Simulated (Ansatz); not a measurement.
**Hf (model cell, started as body-centred cubic): phonons and vibrational spectra**

Aim: the vibrations of Hf (model cell, started as body-centred cubic), their spectra, and whether the structure is stable.

Method: DFT LDA, scalar-relativistic, plane waves, PAW; PAW set soft_1, in Ansatz 0.2.0.

This is not the structure that Hf takes at ambient pressure and room temperature (hexagonal, No. 194); it is a model or a phase of other conditions.

### Step 1. The starting structure

Symmetry: Im-3m, No. 229, cubic system. Conventional cell: a = 3.530 Å, b = 3.530 Å, c = 3.530 Å, α = 90.00°, β = 90.00°, γ = 90.00°. Nearest to Hf lie 8 Hf at 3.06 Å.

### Step 2. Relaxation

Harmonic phonons are second derivatives at a point where the forces vanish, and they are wanted at zero stress, so atoms and cell are relaxed first.

The input, input.yaml:

```yaml
crystal:
  lattice:
    - [-1.765, 1.765, 1.765]
    - [1.765, -1.765, 1.765]
    - [1.765, 1.765, -1.765]
  atoms:
    - { symbol: Hf, position: [0.0, 0.0, 0.0] }
kpoints:
  mp_grid: { grid: [16, 16, 16] }
hamiltonian:
  xc: lda
  pseudopotentials: { kind: paw, azcp: { folder: soft_1 }, xc_functional: pbe }
scf:
  occupations: { method: gaussian, width: 0.1 }
output:
  forces: true
  stress: true
  eigenvalues: true
  write_density: true
  write_potential: true
  elf: true
  volumetric_format: npy
relax:
  adjacent_minimum: "off"
  f_tol: 0.005
  max_steps: 80
  cell: { stress_tol: 0.05 }
```

Run with:

```console
> ansatz run input.yaml --threads 4 --pin off --max-ram 16384MiB --backend cpu --events-out ev --progress --plain --runs-dir out
```

Numbers of over 12 decimals in the logs are rounded to 6 here.

Output:

```text
Engine: ansatz 0.2.0, x86_64-unknown-linux-gnu
Pseudopotentials: kind: paw
Pseudopotential: Hf, paw, valence charge 26, recommended cutoff 420 eV (normal), soft_1/Hf.paw.azcp
Functional definition: SPW92
  exchange = slater_x
  correlation = pw_c
Crystal: 1 atoms, lattice volume = 21.993 Å³
Basis set: ecut = 420 eV, 429 PW (Γ)
Bands: 17, of which v1, the nominal top of the filled ones, is band 13 counted from 1 (12 counted from 0)
Symmetry: 48 space group operations
Space group: Im-3m (ITA 229), of the structure as read, at distance tolerance 2.8e-5 Å
k-points: 145 of 4096
Non-local potential: Hf, projectors of the file, l = 0: 3, l = 1: 2, l = 2: 2, l = 3: 3
PAW form: soft (Blöchl's): semilocal exchange-correlation on the pseudo side does not see the compensation charge
PAW frozen core: Hf, regenerated for the run's functional, and the local potential with it (the file was generated under x = pbe(κ = 0.804, μ = 0.219515), c = pbe(β = 0.066725))
PAW one-centre angular grid: Hf, 590 points (default); XC on 64 Gauss nodes
Initial density: superposition of atomic densities (chi_scale 0.1, normalization cell)
Initial wavefunctions: pseudopotential atomic-orbital guess
Functional: x = slater, c = lda
SCF iter   1: F=—  HF=-15477.404771 eV  |F-HF|=—  |Δ(HF+E_count)|=         —  Δρ=2.79e-2  dr2=2.27e-1  ethr=3.10e-3  ⟨swp⟩=5.2  Hψ=11127  notcnv=0
preconditioner: auto → Kerker (q_TF=auto, 2.805 Å⁻¹)  [metal: Δε(μ)=0.014 eV  Ē_g=17.895 eV  σ=0.100 eV  W_gap=0.08  n_scr=12 (ndim 8)  ℏωp=38.8 eV  f_vac=0.000  D(μ)=1.43/eV (n_scr^D=12)]
SCF iter   2: F=—  HF=-15477.350249 eV  |F-HF|=—  |Δ(HF+E_count)|=   5.45e-2  Δρ=1.68e-2  dr2=8.43e-2  ethr=8.73e-4  ⟨swp⟩=2.1  Hψ=4201  notcnv=0  defer=21
SCF iter   3: F=—  HF=-15477.330358 eV  |F-HF|=—  |Δ(HF+E_count)|=   1.99e-2  Δρ=7.58e-3  dr2=1.54e-2  ethr=3.24e-4  ⟨swp⟩=2.0  Hψ=4312  notcnv=0  defer=21
SCF iter   4: F=—  HF=-15477.312688 eV  |F-HF|=—  |Δ(HF+E_count)|=   1.77e-2  Δρ=2.55e-3  dr2=7.21e-4  ethr=5.93e-5  ⟨swp⟩=2.0  Hψ=4897  notcnv=0  defer=21
SCF iter   5: F=—  HF=-15477.313405 eV  |F-HF|=—  |Δ(HF+E_count)|=   7.18e-4  Δρ=5.06e-4  dr2=5.56e-5  ethr=2.77e-6  ⟨swp⟩=2.2  Hψ=4502  notcnv=0  defer=19
SCF iter   6: F=—  HF=-15477.313407 eV  |F-HF|=—  |Δ(HF+E_count)|=   1.55e-6  Δρ=1.26e-4  dr2=2.44e-6  ethr=2.14e-7  ⟨swp⟩=2.1  Hψ=4329  notcnv=0  defer=19
SCF iter   7: F=-15477.313409 eV  HF=-15477.313409 eV  |F-HF|=1.66e-9  |Δ(HF+E_count)|=   2.21e-6  Δρ=2.49e-5  dr2=8.66e-8  ethr=3.85e-10  ⟨swp⟩=10.4  Hψ=22838  notcnv=0
SCF 1 converged in 7 iterations: F = -15477.313409 eV  dr2 = 8.66e-8
  greatest PAW one-centre occupation: 0.998 electrons in one spin orbital (limit 2), on the Hf atom at site 0 (counted from 0), in its partial waves of l = 3
relax step   1: F+E_penalty+E_count = -15477.31340912 eV  Δ(F+E_penalty+E_count) = +0.000e0 eV  max|allowed force component| = 0.000e0 eV/Å  Δτ_max = 0.0000 Å  P = -7.513 GPa  Ω = 21.993 Å³  (7 SCF iters, dr2 threshold 1.00e-7 eV, accepted)
Crystal: 1 atoms, lattice volume = 18.931 Å³
Basis set: ecut = 420 eV, 369 PW (Γ)
Initial density: handed on by an earlier stage of this run
Initial wavefunctions: those handed on with the density
iter 1 solved again at ethr=1.17e-5 eV; its pass at ethr=3.10e-3 eV (dr2=3.04e-3 eV) is discarded
SCF iter   1: F=—  HF=-15477.313297 eV  |F-HF|=—  |Δ(HF+E_count)|=         —  Δρ=6.28e-3  dr2=3.23e-3  ethr=1.17e-5  ⟨swp⟩=2.1  Hψ=16448  notcnv=0
preconditioner: auto → Kerker (q_TF=auto, 2.876 Å⁻¹)  [metal: Δε(μ)=0.016 eV  Ē_g=18.745 eV  σ=0.100 eV  W_gap=0.09  n_scr=12 (ndim 8)  ℏωp=41.8 eV  f_vac=0.000  D(μ)=1.58/eV (n_scr^D=18)]
SCF iter   2: F=—  HF=-15477.311249 eV  |F-HF|=—  |Δ(HF+E_count)|=   2.05e-3  Δρ=2.48e-3  dr2=5.16e-4  ethr=1.17e-5  ⟨swp⟩=2.0  Hψ=4073  notcnv=0
SCF iter   3: F=—  HF=-15477.310809 eV  |F-HF|=—  |Δ(HF+E_count)|=   4.40e-4  Δρ=1.33e-3  dr2=1.57e-4  ethr=1.99e-6  ⟨swp⟩=2.1  Hψ=3850  notcnv=0
SCF iter   4: F=—  HF=-15477.310755 eV  |F-HF|=—  |Δ(HF+E_count)|=   5.42e-5  Δρ=4.02e-4  dr2=2.46e-5  ethr=6.04e-7  ⟨swp⟩=2.3  Hψ=4279  notcnv=0  defer=2
SCF iter   5: F=—  HF=-15477.310743 eV  |F-HF|=—  |Δ(HF+E_count)|=   1.12e-5  Δρ=8.03e-5  dr2=8.28e-7  ethr=9.44e-8  ⟨swp⟩=2.0  Hψ=4033  notcnv=0  defer=2
SCF iter   6: F=—  HF=-15477.310745 eV  |F-HF|=—  |Δ(HF+E_count)|=   1.65e-6  Δρ=2.65e-5  dr2=1.54e-7  ethr=3.18e-9  ⟨swp⟩=2.1  Hψ=4352  notcnv=0  defer=2
SCF iter   7: F=-15477.310745 eV  HF=-15477.310745 eV  |F-HF|=8.77e-10  |Δ(HF+E_count)|=   8.03e-8  Δρ=2.43e-6  dr2=7.89e-10  ethr=3.85e-10  ⟨swp⟩=10.0  Hψ=18844  notcnv=0
SCF 2 converged in 7 iterations: F = -15477.310745 eV  dr2 = 7.89e-10
relax step   2: F+E_penalty+E_count = -15477.31074489 eV  Δ(F+E_penalty+E_count) = +2.664e-3 eV  max|allowed force component| = 0.000e0 eV/Å  Δτ_max = 0.0000 Å  P = +9.625 GPa  Ω = 18.931 Å³  energy of the carried Pulay correction = +5.657e-4 eV  (7 SCF iters, dr2 threshold 1.00e-7 eV, rejected (line search))
Crystal: 1 atoms, lattice volume = 20.537 Å³
Basis set: ecut = 420 eV, 381 PW (Γ)
iter 1 solved again at ethr=5.06e-6 eV; its pass at ethr=3.10e-3 eV (dr2=1.32e-3 eV) is discarded
SCF iter   1: F=—  HF=-15477.353376 eV  |F-HF|=—  |Δ(HF+E_count)|=         —  Δρ=3.81e-3  dr2=1.42e-3  ethr=5.06e-6  ⟨swp⟩=2.3  Hψ=15777  notcnv=0
preconditioner: auto → Kerker (q_TF=auto, 2.838 Å⁻¹)  [metal: Δε(μ)=0.005 eV  Ē_g=18.714 eV  σ=0.100 eV  W_gap=0.03  n_scr=12 (ndim 8)  ℏωp=40.1 eV  f_vac=0.000  D(μ)=1.64/eV (n_scr^D=18)]
SCF iter   2: F=—  HF=-15477.352599 eV  |F-HF|=—  |Δ(HF+E_count)|=   7.77e-4  Δρ=1.57e-3  dr2=2.47e-4  ethr=5.06e-6  ⟨swp⟩=2.0  Hψ=4086  notcnv=0
SCF iter   3: F=—  HF=-15477.352418 eV  |F-HF|=—  |Δ(HF+E_count)|=   1.81e-4  Δρ=8.15e-4  dr2=7.09e-5  ethr=9.48e-7  ⟨swp⟩=2.1  Hψ=3551  notcnv=0
SCF iter   4: F=—  HF=-15477.352399 eV  |F-HF|=—  |Δ(HF+E_count)|=   1.96e-5  Δρ=2.64e-4  dr2=1.06e-5  ethr=2.73e-7  ⟨swp⟩=2.0  Hψ=4320  notcnv=0
SCF iter   5: F=—  HF=-15477.352396 eV  |F-HF|=—  |Δ(HF+E_count)|=   2.74e-6  Δρ=4.94e-5  dr2=3.71e-7  ethr=4.08e-8  ⟨swp⟩=2.0  Hψ=3818  notcnv=0
SCF iter   6: F=—  HF=-15477.352400 eV  |F-HF|=—  |Δ(HF+E_count)|=   3.55e-6  Δρ=1.76e-5  dr2=7.35e-8  ethr=1.43e-9  ⟨swp⟩=2.1  Hψ=4366  notcnv=0
SCF iter   7: F=—  HF=-15477.352400 eV  |F-HF|=—  |Δ(HF+E_count)|=   3.27e-8  Δρ=1.80e-6  dr2=5.60e-10  ethr=2.83e-10  ⟨swp⟩=2.0  Hψ=4358  notcnv=0
SCF iter   8: F=—  HF=-15477.352400 eV  |F-HF|=—  |Δ(HF+E_count)|=  5.46e-11  Δρ=1.99e-7  dr2=2.96e-12  ethr=1.00e-12  ⟨swp⟩=5.9  Hψ=15911  notcnv=0
SCF iter   9: F=-15477.352400 eV  HF=-15477.352400 eV  |F-HF|=0.00e0  |Δ(HF+E_count)|=  3.64e-12  Δρ=1.72e-8  dr2=1.42e-14  ethr=1.00e-12  ⟨swp⟩=5.8  Hψ=11022  notcnv=0
SCF 3 converged in 9 iterations: F = -15477.352400 eV  dr2 = 1.42e-14
relax step   3: F+E_penalty+E_count = -15477.35239967 eV  Δ(F+E_penalty+E_count) = -3.899e-2 eV  max|allowed force component| = 0.000e0 eV/Å  Δτ_max = 0.0000 Å  P = -0.677 GPa  Ω = 20.537 Å³  energy of the carried Pulay correction = +2.588e-4 eV  (9 SCF iters, accepted)
[...]
relax step   4: F+E_penalty+E_count = -15477.35268417 eV  Δ(F+E_penalty+E_count) = -2.845e-4 eV  max|allowed force component| = 0.000e0 eV/Å  Δτ_max = 0.0000 Å  P = +0.057 GPa  Ω = 20.403 Å³  energy of the carried Pulay correction = +2.835e-4 eV  (4 SCF iters, dr2 threshold 1.00e-7 eV, accepted)
[...]
relax step   5: F+E_penalty+E_count = -15477.35268416 eV  Δ(F+E_penalty+E_count) = +1.061e-8 eV  max|allowed force component| = 0.000e0 eV/Å  Δτ_max = 0.0000 Å  P = +0.001 GPa  Ω = 20.414 Å³  energy of the carried Pulay correction = +2.816e-4 eV  (4 SCF iters, dr2 threshold 8.22e-9 eV, accepted)
Initial wavefunctions: pseudopotential atomic-orbital guess (no wavefunctions were taken with the density)
iter 1 solved again at ethr=1.45e-9 eV; its pass at ethr=3.10e-3 eV (dr2=3.78e-7 eV) is discarded
SCF iter   1: F=—  HF=-15477.352428 eV  |F-HF|=—  |Δ(HF+E_count)|=         —  Δρ=4.76e-5  dr2=5.38e-8  ethr=1.45e-9  ⟨swp⟩=5.7  Hψ=23027  notcnv=0
SCF iter   2: F=—  HF=-15477.352427 eV  |F-HF|=—  |Δ(HF+E_count)|=   6.98e-7  Δρ=5.36e-5  dr2=3.21e-7  ethr=2.07e-10  ⟨swp⟩=4.0  Hψ=6213  notcnv=0
SCF iter   3: F=—  HF=-15477.352427 eV  |F-HF|=—  |Δ(HF+E_count)|=   1.00e-7  Δρ=2.59e-5  dr2=6.84e-8  ethr=2.07e-10  ⟨swp⟩=3.1  Hψ=4984  notcnv=0
SCF iter   4: F=—  HF=-15477.352427 eV  |F-HF|=—  |Δ(HF+E_count)|=   2.54e-8  Δρ=5.50e-6  dr2=3.82e-9  ethr=2.07e-10  ⟨swp⟩=2.5  Hψ=4154  notcnv=0
SCF iter   5: F=—  HF=-15477.352427 eV  |F-HF|=—  |Δ(HF+E_count)|=  8.99e-10  Δρ=9.30e-7  dr2=1.02e-10  ethr=1.47e-11  ⟨swp⟩=2.1  Hψ=4375  notcnv=0
SCF iter   6: F=-15477.352427 eV  HF=-15477.352427 eV  |F-HF|=7.28e-12  |Δ(HF+E_count)|=  7.28e-12  Δρ=1.45e-7  dr2=2.73e-12  ethr=1.00e-12  ⟨swp⟩=6.8  Hψ=16655  notcnv=0
SCF 6 converged in 6 iterations: F = -15477.352427 eV  dr2 = 2.73e-12
relax step   6: F+E_penalty+E_count = -15477.35242685 eV  Δ(F+E_penalty+E_count) = +2.573e-4 eV  max|allowed force component| = 0.000e0 eV/Å  Δτ_max = 0.0000 Å  P = -0.004 GPa  Ω = 20.414 Å³  stress off target by 3.82e-3 GPa  SCF on the basis re-selected at this cell (its energy is not comparable with the rows above)  (6 SCF iters)
basis re-selected at this cell: Δ(F+E_penalty+E_count) = +2.573e-4 eV, ΔP = -0.005 GPa vs the last step (what re-selecting the basis moved, of the pressure what is left beyond the Pulay correction that the steps carried, after the strain that the cell walked since its last selection, with what the two solves' SCF thresholds leave and, on support functions, any second-order correction that the steps lacked; it is no measure of the basis error at this ecutwfc). The dense FFT grid was sized anew with the basis: this SCF ran on 20×20×20 points, the steps before it on 24×24×24, so part of this shift can come from that change (see relax.cell in the input reference). [rest of the remark cut]
SCF converged after 6 iterations
Free energy (F): -15477.352427 eV
Harris-Foulkes:  -15477.352427 eV  (|F-HF|=7.28e-12)
Internal energy: -15477.344128 eV  (E = F + TS)
E sigma→0 (E₀):  -15477.348277 eV
Entropy (-TS):   -0.008299 eV (-8.299 meV/atom)
Fermi energy:    19.369509 eV
--- Per-component energies (eV) ---
  E_band       = 36.212040
  E_kinetic    = 413.823393
  E_local      = -6076.573072  (includes V_loc(G=0)·N_el)
  E_nonlocal   = 70.919495
  E_hartree    = 2975.153499
  E_xc         = -265.768133
  E_vxc        = -256.732009  (∫ρ·V_xc dr)
  E_paw        = -7453.426875  (= ΣΔE_a)
  E_vpaw       = -65.533044  (= ΣTr[D̂ρ^β])
  E_aug_tail   = 0.000117  (compensation charges beyond the density's cutoff)
  E_ewald      = -5143.929640
  E_core_change = 2.457088  (= ΣΔE_core)
  E_smearing   = -0.008299  (= −TS)
  E_closure    = -0.000000  (closes the sum)
  Σ components = -15477.352427   (vs F -15477.352427, Δ=0.00e0)
--- Forces (eV/Å), atoms counted from 1 ---
  atom   1  Hf     0.00000000     0.00000000     0.00000000
  max |Σ_I F_I| component: 3.02e-30 eV/Å
--- Stress (GPa, compression-positive) ---
       -0.003821       0.000000       0.000000
       -0.000000      -0.003821      -0.000000
        0.000000       0.000000      -0.003821
  P = ⅓ Tr σ = -0.0038 GPa (-0.038 kbar)
--- Band table (eV; the first three rows and the last of 145) ---
  k-point 0: bands = [... 9 lower, 8.1570, 8.1983, 12.0803, 20.8664, 20.8664, 20.8664, 23.9324, 23.9324]
  k-point 1: bands = [... 9 lower, 8.1561, 8.1947, 12.2427, 20.7535, 20.8279, 21.0286, 23.7433, 23.9310]
  k-point 2: bands = [... 9 lower, 8.1536, 8.1861, 12.7097, 20.4504, 20.6591, 21.5087, 23.4002, 23.9399]
  k-point 144: bands = [... 9 lower, 8.1694, 8.1694, 16.3814, 16.3814, 26.7674, 26.7674, 26.7674, 27.4258]
--- Relaxed structure (5 steps of the walk, 4 accepted, 1 SCFs on fresh bases) ---
  F+E_penalty+E_count = -15477.35242685 eV   max|allowed force component| = 0.000e0 eV/Å   (the final SCF, on the basis selected at the relaxed cell)
  cell:  # Å, volume = 20.4136 Å³
    - [-1.721684, 1.721684, 1.721684]
    - [1.721684, -1.721684, 1.721684]
    - [1.721684, 1.721684, -1.721684]
  atoms:
    - { symbol: Hf, position: [0.0, 0.0, 0.0] }
```

Elapsed: 6.4 s, on 4 threads of Intel Xeon Platinum 8259CL at 2.50GHz (Skylake/Cascade Lake), shared host; peak memory 0.43 GiB.

Step by step:

| step | energy less that of the first step (eV) | largest force component (eV/Å) | pressure (GPa) | volume (Å³) |
| --- | --- | --- | --- | --- |
| 1 | 0.0000 | 0.0000 | -7.51 | 21.99 |
| 2 | 0.0027 | 0.0000 | 9.63 | 18.93 |
| 3 | -0.0390 | 0.0000 | -0.68 | 20.54 |
| 4 | -0.0393 | 0.0000 | 0.06 | 20.40 |
| 5 | -0.0393 | 0.0000 | 0.00 | 20.41 |
| 6* | -0.0390 | 0.0000 | 0.00 | 20.41 |

Relaxation steps marked * repeat the geometry before them on a plane-wave basis chosen anew for their cell, so energy and pressure can jump there. Relaxation step 2 was tried and not accepted.

| conventional cell, symmetrised | before | after | change |
| --- | --- | --- | --- |
| a (Å) | 3.530 | 3.443 | -2.5 % |
| b (Å) | 3.530 | 3.443 | -2.5 % |
| c (Å) | 3.530 | 3.443 | -2.5 % |
| volume (Å³/atom) | 21.99 | 20.41 | -7.2 % |

Final coordinates:

```xyz
1
Lattice="-1.7217 1.7217 1.7217 1.7217 -1.7217 1.7217 1.7217 1.7217 -1.7217" Properties=species:S:1:pos:R:3 pbc="T T T"
Hf    0.0000    0.0000    0.0000
```

Numbers from this step:

- pressure: -0.003821 GPa
- volume per atom: 20.41 Å³
- gap on the k-mesh: 0 eV

Electrostatic potential energy in the ac plane of the conventional cell at fractional y = 0.000, with atoms of Hf within 0.2 Å of it. With pseudopotentials it is smooth inside the atoms' cores, unlike the true potential.

Values in eV, 14 rows by 14 columns, each cell a mean:
```
 -2  -8 -14  -6   8  17  20  21  19  14   3 -11 -13  -6
-12 -13 -12  -1  11  18  20  21  20  16   7  -6 -13 -13
-12  -9  -2   8  15  19  21  21  20  18  13   4  -6 -11
  2   4   9  14  18  20  21  21  21  19  17  13   7   3
 14  15  17  18  20  21  21  21  21  21  19  18  16  14
 19  19  20  21  21  21  21  21  21  21  21  20  20  19
 21  21  21  21  21  21  21  21  21  21  21  21  21  21
 20  20  21  21  21  21  21  21  21  21  21  21  20  20
 16  17  18  19  20  21  21  21  21  21  20  19  18  17
  7   9  13  16  19  20  21  21  21  20  18  15  11   8
 -8  -5   2  10  16  19  21  21  21  18  14   8  -1  -6
-14 -14  -9   2  13  18  21  21  20  17   9  -2 -12 -14
 -5 -10 -14  -5   9  17  20  21  19  15   4  -9 -13  -8
  2  -5 -14  -8   7  16  20  21  19  14   2 -12 -12  -2
```
Columns run along a (3.4 Å; values clipped at the 3rd and 97th percentile), rows up along c (3.4 Å), edges of the conventional cell, whose origin can differ from the input's. Atoms in or near the plane, at fractional coordinates: Hf at (0.00, 0.00).

Valence density in the ac plane of the conventional cell at fractional y = 0.000, with atoms of Hf within 0.2 Å of it. It is the smooth field of the valence electrons, not physical close to the nuclei.

Ten steps, logarithmic in the rise over the least value, from '_' (0 e/Å³) to '@' (53 e/Å³), each cell a mean:
```
@@%%++--..__________..--##%%
##**==::____________..::++##
==--::..______________..::--
....____________________....
____________________________
____________________________
____________________________
____________________________
____________________________
..________________________..
--::..________________..::--
**++--..______________::==++
%%##++::____________..--**%%
@@%%**--..__________..==##@@
```
Columns run along a (3.4 Å), rows up along c (3.4 Å), edges of the conventional cell, whose origin can differ from the input's. Atoms in or near the plane, at fractional coordinates: Hf at (0.00, 0.00).

ELF in the ac plane of the conventional cell at fractional y = 0.000, with atoms of Hf within 0.2 Å of it. It is the smooth field of the valence electrons, not physical close to the nuclei.

Ten even steps from '_' (0.18) to '@' (0.86), each cell a mean:
```
@@@@%%==____::--..__::**@@@@
@@%%**--____--==::__..==##@@
**++--..__::====--..__..==**
::..____..--==++==::____..::
______..--========--::..____
....::--====----======--::..
----========------==++====--
..::--======------======--::
____..::--==========--::____
..______..--======--..______
++==::____::====--..__..--==
%%%%++::__..--==::____--**%%
@@@@%%==____::--..__..++%%@@
@@@@%%++..__..--..__::**@@@@
```
Columns run along a (3.4 Å), rows up along c (3.4 Å), edges of the conventional cell, whose origin can differ from the input's. Atoms in or near the plane, at fractional coordinates: Hf at (0.00, 0.00).

In this step the volume went from 21.99 to 20.41 Å³/atom.

### Step 3. Relaxing to small forces for the phonons

Phonons need a cell at rest on their own settings, so the relaxation is repeated with tight tolerances on forces and stress, using the mesh and the filling of the phonon run that follows.

input.yaml, the sections that differ from step 2:

```yaml
crystal:
  lattice:
    - [-1.7216838294, 1.7216838294, 1.7216838294]
    - [1.7216838294, -1.7216838294, 1.7216838294]
    - [1.7216838294, 1.7216838294, -1.7216838294]
  atoms:
    - { symbol: Hf, position: [0.0, 0.0, 0.0] }
scf:
  occupations: { method: methfessel_paxton, width: 0.2 }
output:
  forces: true
  stress: true
  eigenvalues: true
relax:
  adjacent_minimum: "off"
  f_tol: 0.001
  max_steps: 60
  cell: { stress_tol: 0.01 }
# kpoints, hamiltonian: as in step 2
```

Output:

```text
[...]
Crystal: 1 atoms, lattice volume = 20.414 Å³
Basis set: ecut = 420 eV, 381 PW (Γ)
Bands: 17, of which v1, the nominal top of the filled ones, is band 13 counted from 1 (12 counted from 0)
Symmetry: 48 space group operations
[...]
k-points: 145 of 4096
[...]
k-point 144: bands = [... 9 lower, 8.2015, 8.2015, 16.4027, 16.4027, 26.8061, 26.8061, 26.8061, 27.4646]
--- Relaxed structure (3 steps of the walk, 2 accepted, 1 SCFs on fresh bases) ---
[...]
cell:  # Å, volume = 20.3879 Å³
    - [-1.720959, 1.720959, 1.720959]
    - [1.720959, -1.720959, 1.720959]
    - [1.720959, 1.720959, -1.720959]
  atoms:
    - { symbol: Hf, position: [0.0, 0.0, 0.0] }
[key lines of the parts left out:]
SCF converged after 5 iterations
Free energy (F): -15477.348327 eV
Fermi energy:    19.397408 eV
P = ⅓ Tr σ = -0.0001 GPa (-0.001 kbar)
```

Elapsed: 4 s, on 4 threads; peak memory 0.41 GiB.

Little changed from the start: no atom moved by 0.005 Å and no cell edge by 0.1 %.

This step gave:

| Property | Result |
| --- | --- |
| pressure | -8.47e-5 GPa |
| volume per atom | 20.39 Å³ |

The forces vanish by symmetry and the pressure is 0.000 GPa, within the tolerances set. The cell now holds 20.39 Å³/atom.

(Part 1 of 2 ends here.)

[Logs are printed without paths, hosts, clocks, repeated set-up lines and the standing remarks that a program may print on its own settings, such as how far it seeks lower states.]

[Hosts, paths, dates, database ids (printed as entryN), source tags and the programs' standing remarks are cut or masked in the printed files.]
